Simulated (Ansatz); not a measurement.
# Al wire along [100], 12 atoms a period: bands along the axis

Aim: is the Al wire along [100], 12 atoms a period a metal or a semiconductor?

Main program and level: Ansatz 0.2.0; DFT PBE, plane waves, PAW; relaxation of a wire's period; PAW set soft_1, in the first sound run; inputs show where later runs differ.

## (1) Set-up

The cell holds 12 atoms: 12 Al. Cell: a = 12.860 Å, b = 12.860 Å, c = 4.040 Å, α = 90.0°, β = 90.0°, γ = 90.0°. Vacuum lies along a and b. The structure's axis is c.

## (2) The relaxed wire

Band widths follow the bond lengths, so the wire is relaxed first. The atoms and the third cell vector are free; the box across stays fixed as vacuum. A Fermi-Dirac smearing is set since the result may be a metal. The pressure printed is a third of the stress's trace over the whole box, vacuum included; only the stress along the axis is relaxed.

input.yaml reads:

```yaml
crystal:
  lattice:
    - [12.86, 0.0, 0.0]
    - [0.0, 12.86, 0.0]
    - [0.0, 0.0, 4.04]
  atoms:
    - { symbol: Al, position: [0.264385692, 0.578538103, 0.0] }
    - { symbol: Al, position: [0.421461897, 0.421461897, 0.0] }
    - { symbol: Al, position: [0.421461897, 0.735614308, 0.0] }
    - { symbol: Al, position: [0.578538103, 0.264385692, 0.0] }
    - { symbol: Al, position: [0.578538103, 0.578538103, 0.0] }
    - { symbol: Al, position: [0.735614308, 0.421461897, 0.0] }
    - { symbol: Al, position: [0.264385692, 0.421461897, 0.5] }
    - { symbol: Al, position: [0.421461897, 0.264385692, 0.5] }
    - { symbol: Al, position: [0.421461897, 0.578538103, 0.5] }
    - { symbol: Al, position: [0.578538103, 0.421461897, 0.5] }
    - { symbol: Al, position: [0.578538103, 0.735614308, 0.5] }
    - { symbol: Al, position: [0.735614308, 0.578538103, 0.5] }
kpoints:
  mp_grid: { grid: [1, 1, 20] }
scf:
  occupations: { method: fermi_dirac, width: 0.05 }
hamiltonian:
  xc: pbe
  pseudopotentials: { kind: paw, azcp: { folder: soft_1 } }
relax:
  cell: { fix: [a, b, alpha, beta, gamma] }
  max_steps: 45
  f_tol: 0.03
```

Started as:

```
$ ansatz run input.yaml --threads 4 --pin off --max-ram 16384MiB --backend cpu --events-out ev --progress --plain --runs-dir out
```

Numbers of over 12 decimals in the logs are rounded to 6 here.

Output:

```text
Engine: ansatz 0.2.0, x86_64-unknown-linux-gnu
Pseudopotentials: kind: paw
Pseudopotential: Al, paw, valence charge 3, recommended cutoff 420 eV (normal), soft_1/Al.paw.azcp
Functional definition: PBE
  parameter kappa = 0.804
  parameter beta = 0.066725
  exchange = pbe_x(kappa = kappa, mu = beta*pi^2/3)
  correlation = pbe_c(beta = beta)
Crystal: 12 atoms, lattice volume = 668.134 Å³
Basis set: ecut = 420 eV, 13133 PW (Γ), exchange–correlation on 180×180×60 points (8 copies of the dense FFT grid, shifted against one another)
Bands: 30, of which v1, the nominal top of the filled ones, is band 18 counted from 1 (17 counted from 0)
Symmetry: 16 space group operations
Space group: P42/mcm (ITA 132), of the structure as read, at distance tolerance 8.7e-5 Å
k-points: 11 of 20
Non-local potential: Al, projectors of the file, l = 0: 2, l = 1: 2, l = 2: 1
PAW form: soft (Blöchl's): semilocal exchange-correlation on the pseudo side does not see the compensation charge
PAW one-centre angular grid: Al, 110 points (default); XC on 64 Gauss nodes
Initial density: superposition of atomic densities (neutral atoms: chi_scale 0, normalization atom)
Initial wavefunctions: pseudopotential atomic-orbital guess
Functional: x = pbe(κ = 0.804, μ = 0.219515), c = pbe(β = 0.066725)
SCF iter   1: F=—  HF=-6446.086538 eV  |F-HF|=—  |Δ(HF+E_count)|=         —  Δρ=1.79e-2  dr2=1.80e1  ethr=3.10e-3  ⟨swp⟩=8.6  Hψ=2023  notcnv=0  defer=1
preconditioner: auto → LDOS  [insulator: Δε(μ)=0.135 eV  Ē_g=5.780 eV  σ=0.050 eV  W_gap=0.51  n_scr=46 (ndim 8)  ℏωp=8.6 eV  f_vac=0.373  D(μ)=6.63/eV (n_scr^D=20)  ε∞_Penn≈3.2  β→1.0]
SCF iter   2: F=—  HF=-6443.222690 eV  |F-HF|=—  |Δ(HF+E_count)|=    2.86e0  Δρ=1.04e-2  dr2=2.04e0  ethr=3.10e-3  ⟨swp⟩=3.8  Hψ=901  notcnv=0  defer=28
SCF iter   3: F=—  HF=-6443.096134 eV  |F-HF|=—  |Δ(HF+E_count)|=   1.27e-1  Δρ=1.93e-3  dr2=1.69e-1  ethr=3.10e-3  ⟨swp⟩=4.0  Hψ=827  notcnv=0  defer=25
SCF iter   4: F=—  HF=-6443.069867 eV  |F-HF|=—  |Δ(HF+E_count)|=   2.63e-2  Δρ=5.08e-4  dr2=1.29e-2  ethr=4.70e-4  ⟨swp⟩=2.6  Hψ=521  notcnv=0  defer=25
SCF iter   5: F=—  HF=-6443.069380 eV  |F-HF|=—  |Δ(HF+E_count)|=   4.87e-4  Δρ=1.83e-4  dr2=4.34e-4  ethr=3.59e-5  ⟨swp⟩=2.3  Hψ=467  notcnv=0  defer=25
SCF iter   6: F=—  HF=-6443.069521 eV  |F-HF|=—  |Δ(HF+E_count)|=   1.41e-4  Δρ=4.20e-5  dr2=4.64e-5  ethr=1.20e-6  ⟨swp⟩=2.2  Hψ=501  notcnv=0  defer=25
SCF iter   7: F=—  HF=-6443.069392 eV  |F-HF|=—  |Δ(HF+E_count)|=   1.30e-4  Δρ=9.19e-6  dr2=2.40e-6  ethr=1.29e-7  ⟨swp⟩=2.7  Hψ=527  notcnv=0  defer=25
SCF iter   8: F=-6443.069391 eV  HF=-6443.069392 eV  |F-HF|=3.60e-8  |Δ(HF+E_count)|=   1.81e-7  Δρ=2.34e-6  dr2=8.90e-8  ethr=2.78e-10  ⟨swp⟩=4.3  Hψ=1500  notcnv=0
SCF 1 converged in 8 iterations: F = -6443.069391 eV  dr2 = 8.90e-8
  greatest PAW one-centre occupation: 0.500 electrons in one spin orbital (limit 2), on the Al atom at site 11 (counted from 0), in its partial waves of l = 0
relax step   1: F+E_penalty+E_count = -6443.06939147 eV  Δ(F+E_penalty+E_count) = +0.000e0 eV  max|allowed force component| = 3.984e-1 eV/Å  Δτ_max = 0.0000 Å  P = -1.325 GPa  Ω = 668.134 Å³  fix = [a, b, alpha, beta, gamma]  reactions: a -1.053, b -1.053 GPa  (8 SCF iters, dr2 threshold 1.00e-7 eV, accepted)
Crystal: 12 atoms, lattice volume = 644.804 Å³
Basis set: ecut = 420 eV, 12605 PW (Γ), exchange–correlation on 180×180×60 points (8 copies of the dense FFT grid, shifted against one another)
Initial density: handed on by an earlier stage of this run
Initial wavefunctions: those handed on with the density
iter 1 solved again at ethr=1.51e-3 eV; its pass at ethr=3.10e-3 eV (dr2=5.44e-1 eV) is discarded
SCF iter   1: F=—  HF=-6443.460841 eV  |F-HF|=—  |Δ(HF+E_count)|=         —  Δρ=3.32e-3  dr2=5.75e-1  ethr=1.51e-3  ⟨swp⟩=1.5  Hψ=2014  notcnv=0
preconditioner: auto → LDOS  [insulator: Δε(μ)=0.110 eV  Ē_g=5.727 eV  σ=0.050 eV  W_gap=0.50  n_scr=46 (ndim 8)  ℏωp=8.8 eV  f_vac=0.426  D(μ)=3.63/eV (n_scr^D=12)  ε∞_Penn≈3.3  β→1.0]
SCF iter   2: F=—  HF=-6443.439168 eV  |F-HF|=—  |Δ(HF+E_count)|=   2.17e-2  Δρ=3.30e-3  dr2=5.63e-1  ethr=1.51e-3  ⟨swp⟩=4.0  Hψ=779  notcnv=0
SCF iter   3: F=—  HF=-6443.357517 eV  |F-HF|=—  |Δ(HF+E_count)|=   8.17e-2  Δρ=2.97e-4  dr2=5.66e-4  ethr=1.51e-3  ⟨swp⟩=2.0  Hψ=503  notcnv=0  defer=23
SCF iter   4: F=—  HF=-6443.360392 eV  |F-HF|=—  |Δ(HF+E_count)|=   2.88e-3  Δρ=1.58e-4  dr2=1.26e-3  ethr=1.57e-6  ⟨swp⟩=3.2  Hψ=713  notcnv=0  defer=25
SCF iter   5: F=—  HF=-6443.360212 eV  |F-HF|=—  |Δ(HF+E_count)|=   1.79e-4  Δρ=3.27e-5  dr2=4.31e-5  ethr=1.57e-6  ⟨swp⟩=2.0  Hψ=407  notcnv=0  defer=25
SCF iter   6: F=—  HF=-6443.360212 eV  |F-HF|=—  |Δ(HF+E_count)|=   1.16e-7  Δρ=1.23e-5  dr2=5.78e-6  ethr=1.20e-7  ⟨swp⟩=2.3  Hψ=492  notcnv=0  defer=25
SCF iter   7: F=—  HF=-6443.360212 eV  |F-HF|=—  |Δ(HF+E_count)|=   7.60e-7  Δρ=5.54e-6  dr2=1.30e-6  ethr=3.33e-9  ⟨swp⟩=5.1  Hψ=1134  notcnv=0
SCF iter   8: F=-6443.360211 eV  HF=-6443.360211 eV  |F-HF|=2.45e-8  |Δ(HF+E_count)|=   2.05e-7  Δρ=7.39e-7  dr2=2.79e-8  ethr=3.33e-9  ⟨swp⟩=4.0  Hψ=976  notcnv=0
SCF 2 converged in 8 iterations: F = -6443.360211 eV  dr2 = 2.79e-8
  greatest PAW one-centre occupation: 0.494 electrons in one spin orbital (limit 2), on the Al atom at site 11 (counted from 0), in its partial waves of l = 0
relax step   2: F+E_penalty+E_count = -6443.36021129 eV  Δ(F+E_penalty+E_count) = -2.908e-1 eV  max|allowed force component| = 1.348e-1 eV/Å  Δτ_max = 0.0932 Å  P = +0.163 GPa  Ω = 644.804 Å³  energy of the carried Pulay correction = +1.433e-3 eV  fix = [a, b, alpha, beta, gamma]  reactions: a +0.283, b +0.283 GPa  (8 SCF iters, dr2 threshold 1.20e-6 eV, accepted)
Crystal: 12 atoms, lattice volume = 638.387 Å³
Basis set: ecut = 420 eV, 12501 PW (Γ), exchange–correlation on 180×180×60 points (8 copies of the dense FFT grid, shifted against one another)
iter 1 solved again at ethr=1.34e-4 eV; its pass at ethr=3.10e-3 eV (dr2=4.84e-2 eV) is discarded
SCF iter   1: F=—  HF=-6443.402932 eV  |F-HF|=—  |Δ(HF+E_count)|=         —  Δρ=9.85e-4  dr2=4.69e-2  ethr=1.34e-4  ⟨swp⟩=2.5  Hψ=1813  notcnv=0
preconditioner: auto → LDOS  [insulator: Δε(μ)=0.117 eV  Ē_g=5.623 eV  σ=0.050 eV  W_gap=0.53  n_scr=38 (ndim 8)  ℏωp=8.8 eV  f_vac=0.417  D(μ)=5.14/eV (n_scr^D=20)  ε∞_Penn≈3.5  β→1.0]
SCF iter   2: F=—  HF=-6443.397608 eV  |F-HF|=—  |Δ(HF+E_count)|=   5.32e-3  Δρ=6.51e-4  dr2=1.63e-2  ethr=1.30e-4  ⟨swp⟩=2.6  Hψ=634  notcnv=0
SCF iter   3: F=—  HF=-6443.395341 eV  |F-HF|=—  |Δ(HF+E_count)|=   2.27e-3  Δρ=1.25e-4  dr2=4.49e-4  ethr=4.52e-5  ⟨swp⟩=2.8  Hψ=554  notcnv=0
[...]
relax step   7: F+E_penalty+E_count = -6443.45267019 eV  Δ(F+E_penalty+E_count) = -3.582e-2 eV  max|allowed force component| = 8.530e-2 eV/Å  Δτ_max = 0.0745 Å  P = -0.088 GPa  Ω = 605.786 Å³  energy of the carried Pulay correction = +3.947e-3 eV  fix = [a, b, alpha, beta, gamma]  reactions: a -0.168, b -0.168 GPa  (6 SCF iters, dr2 threshold 4.57e-7 eV, accepted)
relax step   8: F+E_penalty+E_count = -6443.46864898 eV  Δ(F+E_penalty+E_count) = -1.598e-2 eV  max|allowed force component| = 4.116e-2 eV/Å  Δτ_max = 0.0211 Å  P = -0.108 GPa  Ω = 610.484 Å³  energy of the carried Pulay correction = +3.636e-3 eV  fix = [a, b, alpha, beta, gamma]  reactions: a -0.232, b -0.232 GPa  (6 SCF iters, dr2 threshold 4.55e-7 eV, accepted)
relax step   9: F+E_penalty+E_count = -6443.40547721 eV  Δ(F+E_penalty+E_count) = +6.317e-2 eV  max|allowed force component| = 8.647e-2 eV/Å  Δτ_max = 0.0626 Å  P = -0.046 GPa  Ω = 628.128 Å³  energy of the carried Pulay correction = +2.489e-3 eV  fix = [a, b, alpha, beta, gamma]  (7 SCF iters, dr2 threshold 1.06e-7 eV, rejected (line search))
relax step  10: F+E_penalty+E_count = -6443.46239341 eV  Δ(F+E_penalty+E_count) = +6.256e-3 eV  max|allowed force component| = 4.063e-2 eV/Å  Δτ_max = 0.0256 Å  P = -0.113 GPa  Ω = 618.979 Å³  energy of the carried Pulay correction = +3.080e-3 eV  fix = [a, b, alpha, beta, gamma]  (9 SCF iters, rejected (line search))
relax step  11: F+E_penalty+E_count = -6443.47200305 eV  Δ(F+E_penalty+E_count) = -3.354e-3 eV  max|allowed force component| = 5.695e-3 eV/Å  Δτ_max = 0.0142 Å  P = -0.021 GPa  Ω = 612.584 Å³  energy of the carried Pulay correction = +3.498e-3 eV  fix = [a, b, alpha, beta, gamma]  reactions: a -0.059, b -0.059 GPa  (9 SCF iters, accepted)
relax step  12: F+E_penalty+E_count = -6443.47209291 eV  Δ(F+E_penalty+E_count) = -8.985e-5 eV  max|allowed force component| = 8.110e-4 eV/Å  Δτ_max = 0.0013 Å  P = -0.057 GPa  Ω = 613.258 Å³  energy of the carried Pulay correction = +3.453e-3 eV  fix = [a, b, alpha, beta, gamma]  reactions: a -0.083, b -0.083 GPa  (5 SCF iters, dr2 threshold 7.21e-9 eV, accepted)
Basis set: ecut = 420 eV, 12005 PW (Γ), exchange–correlation on 180×180×50 points (8 copies of the dense FFT grid, shifted against one another)
Initial wavefunctions: pseudopotential atomic-orbital guess (no wavefunctions were taken with the density)
iter 1 solved again at ethr=7.28e-7 eV; its pass at ethr=3.10e-3 eV (dr2=2.62e-4 eV) is discarded
SCF iter   1: F=—  HF=-6443.470423 eV  |F-HF|=—  |Δ(HF+E_count)|=         —  Δρ=2.08e-5  dr2=2.94e-7  ethr=7.28e-7  ⟨swp⟩=3.6  Hψ=3091  notcnv=0
eigensolver tolerance schedule: the retry pair's looser diagonalisation over-reported the residual by 890.28 of it (diagonalisation noise at 0.26 of the residual, at the tolerance the schedule requests for it); recorded, not acted on — ethr = c·dr2/N_el stays at c = 1.0e-1
preconditioner: auto → LDOS  [metal: Δε(μ)=0.080 eV  Ē_g=5.640 eV  σ=0.050 eV  W_gap=0.35  n_scr=38 (ndim 8)  ℏωp=9.0 eV  f_vac=0.402  D(μ)=4.97/eV (n_scr^D=20)  β→1.0]
SCF iter   2: F=—  HF=-6443.470411 eV  |F-HF|=—  |Δ(HF+E_count)|=   1.17e-5  Δρ=1.69e-6  dr2=9.37e-8  ethr=8.17e-10  ⟨swp⟩=3.2  Hψ=753  notcnv=0
SCF iter   3: F=—  HF=-6443.470411 eV  |F-HF|=—  |Δ(HF+E_count)|=   3.73e-9  Δρ=6.55e-7  dr2=7.42e-9  ethr=2.60e-10  ⟨swp⟩=2.0  Hψ=406  notcnv=0
SCF iter   4: F=—  HF=-6443.470411 eV  |F-HF|=—  |Δ(HF+E_count)|=  5.60e-10  Δρ=1.21e-7  dr2=3.57e-10  ethr=2.06e-11  ⟨swp⟩=2.6  Hψ=529  notcnv=0
SCF iter   5: F=-6443.470411 eV  HF=-6443.470411 eV  |F-HF|=1.73e-11  |Δ(HF+E_count)|=  3.00e-11  Δρ=4.25e-8  dr2=3.53e-11  ethr=1.00e-12  ⟨swp⟩=5.0  Hψ=1143  notcnv=0
SCF 13 converged in 5 iterations: F = -6443.470411 eV  dr2 = 3.53e-11
relax step  13: F+E_penalty+E_count = -6443.47041123 eV  Δ(F+E_penalty+E_count) = +1.682e-3 eV  max|allowed force component| = 8.556e-4 eV/Å  Δτ_max = 0.0000 Å  P = -0.062 GPa  Ω = 613.258 Å³  fix = [a, b, alpha, beta, gamma]  reactions: a -0.087, b -0.087 GPa  stress off target by 1.26e-2 GPa on what of the cell is left free  SCF on the basis re-selected at this cell (its energy is not comparable with the rows above)  (5 SCF iters)
basis re-selected at this cell: Δ(F+E_penalty+E_count) = +1.682e-3 eV, ΔP = -0.006 GPa vs the last step (what re-selecting the basis moved, of the pressure what is left beyond the Pulay correction that the steps carried, after the strain that the cell walked since its last selection, with what the two solves' SCF thresholds leave and, on support functions, any second-order correction that the steps lacked; it is no measure of the basis error at this ecutwfc). The dense FFT grid was sized anew with the basis: this SCF ran on 90×90×25 points, the steps before it on 90×90×30, so part of this shift can come from that change (see relax.cell in the input reference). [rest of the remark cut]
SCF converged after 5 iterations
Free energy (F): -6443.470411 eV
Harris-Foulkes:  -6443.470411 eV  (|F-HF|=1.73e-11)
Internal energy: -6443.430064 eV  (E = F + TS)
E sigma→0 (E₀):  -6443.450238 eV
Entropy (-TS):   -0.040347 eV (-3.362 meV/atom)
Fermi energy:    -0.289774 eV
--- Per-component energies (eV) ---
  E_band       = -144.790914
  E_kinetic    = 247.820845
  E_local      = -2406.014160  (includes V_loc(G=0)·N_el)
  E_nonlocal   = 125.279249
  E_hartree    = 1130.150212
  E_xc         = -437.489409
  E_vxc        = -329.781903  (∫ρ·V_xc dr)
  E_paw        = -5633.120062  (= ΣΔE_a)
  E_vpaw       = -42.395144  (= ΣTr[D̂ρ^β])
  E_aug_tail   = -0.000023  (compensation charges beyond the density's cutoff)
  E_ewald      = 529.943284
  E_smearing   = -0.040347  (= −TS)
  E_closure    = -0.000000  (closes the sum)
  Σ components = -6443.470411   (vs F -6443.470411, Δ=0.00e0)
--- Forces (eV/Å), atoms counted from 1 ---
  atom   1  Al     0.00028267     0.00085560     0.00000000
  atom   2  Al    -0.00030946    -0.00030946     0.00000000
  atom   3  Al    -0.00085560    -0.00028267    -0.00000000
  atom   4  Al     0.00085560     0.00028267     0.00000000
  atom   5  Al     0.00030946     0.00030946     0.00000000
  atom   6  Al    -0.00028267    -0.00085560    -0.00000000
  atom   7  Al     0.00028267    -0.00085560     0.00000000
  atom   8  Al    -0.00085560     0.00028267     0.00000000
  atom   9  Al    -0.00030946     0.00030946     0.00000000
  atom  10  Al     0.00030946    -0.00030946    -0.00000000
  atom  11  Al     0.00085560    -0.00028267    -0.00000000
  atom  12  Al    -0.00028267     0.00085560    -0.00000000
  max |Σ_I F_I| component: 2.17e-19 eV/Å
--- Stress (GPa, compression-positive) ---
       -0.087339      -0.000000      -0.000000
       -0.000000      -0.087339      -0.000000
       -0.000000      -0.000000      -0.012561
  P = ⅓ Tr σ = -0.0624 GPa (-0.624 kbar)
--- Relaxed structure (12 steps of the walk, 10 accepted, 1 SCFs on fresh bases) ---
  F+E_penalty+E_count = -6443.47041123 eV   max|allowed force component| = 8.556e-4 eV/Å   (the final SCF, on the basis selected at the relaxed cell)
  cell:  # Å, volume = 613.2580 Å³
    - [12.86, 0.0, 0.0]
    - [0.0, 12.86, 0.0]
    - [0.0, 0.0, 3.708184]
  atoms:
    - { symbol: Al, position: [0.262106, 0.578914, 0.0] }
    - { symbol: Al, position: [0.421848, 0.421848, 0.0] }
    - { symbol: Al, position: [0.421086, 0.737894, 0.0] }
    - { symbol: Al, position: [0.578914, 0.262106, 0.0] }
    - { symbol: Al, position: [0.578152, 0.578152, 0.0] }
    - { symbol: Al, position: [0.737894, 0.421086, 0.0] }
    - { symbol: Al, position: [0.262106, 0.421086, 0.5] }
    - { symbol: Al, position: [0.421086, 0.262106, 0.5] }
    - { symbol: Al, position: [0.421848, 0.578152, 0.5] }
    - { symbol: Al, position: [0.578152, 0.421848, 0.5] }
    - { symbol: Al, position: [0.578914, 0.737894, 0.5] }
    - { symbol: Al, position: [0.737894, 0.578914, 0.5] }
```

It took 53 s on 4 threads of Intel Xeon Platinum 8259CL at 2.50GHz (Skylake/Cascade Lake), shared host; peak memory 1.1 GiB.

[end of part 1 of 2]

[Logs are printed without paths, hosts, clocks, repeated set-up lines and the standing remarks that a program may print on its own settings, such as how far it seeks lower states.]

[Hosts, paths, dates, database ids (printed as entryN), source tags and the programs' standing remarks are cut or masked in the printed files.]
